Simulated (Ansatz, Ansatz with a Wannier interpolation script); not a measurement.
An input for Ansatz 0.2.0 (CdS (Greenockite)):

```yaml
crystal:
  lattice:
    - [4.1085000025, 0.0, 0.0]
    - [-2.0542500012, 3.5580653736, 0.0]
    - [0.0, 0.0, 6.66963]
  atoms:
    - { symbol: Cd, position: [0.3333333333, 0.6666666667, -0.0009782051] }
    - { symbol: Cd, position: [0.6666666667, 0.3333333333, 0.4990217949] }
    - { symbol: S, position: [0.3333333333, 0.6666666667, 0.3759782051] }
    - { symbol: S, position: [0.6666666667, 0.3333333333, 0.8759782051] }
kpoints:
  mp_grid: { grid: [6, 6, 4] }
hamiltonian:
  xc: lda
scf:
  occupations: { method: fixed }
gw:
  n_empty_bands: 448
  ecut_chi: 160.0
  qp_bands: [v6, c1]
  screening: { model: contour_deformation }
```

The database entry behind the starting cell differs from later determinations by our own check (about 0.35 % long), so it need not match the best structure at ambient conditions.

```sh
ansatz run input.yaml --threads 16 --pin off --max-ram 64512MiB --backend cuda --events-out ev --progress --plain --runs-dir out --devices 1 --max-vram 78GiB
```

Question: Estimate wall time and host memory on 1 × NVIDIA GB200 (shared by 2 runs) with 16 threads of Arm Neoverse V2, shared host.

It took 23 s; on shared hardware allow 11 s to 46 s. Peak host memory was 2.0 GiB. The sizes that set the cost: 1883 plane waves a state, 21 irreducible k points, 474 bands summed, 451 plane waves in the screening and 7 SCF cycles.

The screening grows as filled bands × empty bands × pairs of k points, times the square of the screening basis for the matrix.

[Paths, hosts, dates, memory and timing lines, banners, echoed tables and standing remarks are left out of the program output.]

[Logs are printed without paths, hosts, clocks, repeated set-up lines and the standing remarks that a program may print on its own settings, such as how far it seeks lower states.]

[Runs of the session that timed out or met a known fault of the program may be left out.]

[Hosts, paths, dates, database ids (printed as entryN), source tags and the programs' standing remarks are cut or masked in the printed files.]
